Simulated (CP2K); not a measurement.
Consider 2-aminoimidazole at its PBE geometry (Å).

```xyz
11

N     1.9745   -0.0484    0.4721
C     0.6182   -0.1615    0.1557
N    -0.0793   -1.2856    0.1148
C    -1.3881   -0.8889   -0.1308
C    -1.4755    0.4757   -0.2490
N    -0.1731    0.9377   -0.0619
H     2.5102    0.5102   -0.1913
H     2.3842   -0.9774    0.5542
H    -2.1867   -1.6179   -0.2186
H    -2.2977    1.1490   -0.4567
H     0.1132    1.9071    0.0113
```

Method: CP2K XAS_TDP, all-electron GAPW, PBEh(45%), aug-cc-pVDZ, TDA, no relativity.

Where do the N K-edge lines lie, and how strong are they?

Leading lines: N1 398.09 eV, N3 396.30 eV and N6 398.69 eV. The leading line of an atom is its first one with 35 % of the strongest within 2.5 eV of its lowest line over the strength cut. 

The first six lines of each atom with a strength over 0.0015:

```tsv
atom	energy (eV)	states	strength, one atom
N1 (bonded to C and 2 H)	398.09	1	0.0092
	399.06	1	0.0198
	399.44	1	0.0089
	399.77	1	0.0095
	400.42	1	0.0042
	400.74	1	0.0043
N3 (bonded to 2 C)	396.30	1	0.0481
	398.75	1	0.0022
	400.57	1	0.0025
	400.90	1	0.0024
	400.95	1	0.0037
	401.37	1	0.0051
N6 (bonded to 2 C and H)	398.69	1	0.0303
	399.03	1	0.0152
	400.55	1	0.0031
	400.96	1	0.0023
	401.79	1	0.0016
	401.92	1	0.0024
```

Lines are vertical, at one geometry, with no vibrational structure. Without a correction of the core level, line positions, and the gaps between valence and Rydberg lines, follow the share of exact exchange. At this level such K lines come out 3 to 6 eV under measured ones. These values hold no scalar relativity, about 0.2 eV for N 1s. Rydberg lines, and the discretised continuum above threshold, depend on the basis and the box.

[Banner, clock and machine lines of the logs are left out without a mark of their own.]

[Logs are printed without paths, hosts, clocks, repeated set-up lines and the standing remarks that a program may print on its own settings, such as how far it seeks lower states.]

[Hosts, paths, dates, database ids (printed as entryN), source tags and the programs' standing remarks are cut or masked in the printed files.]
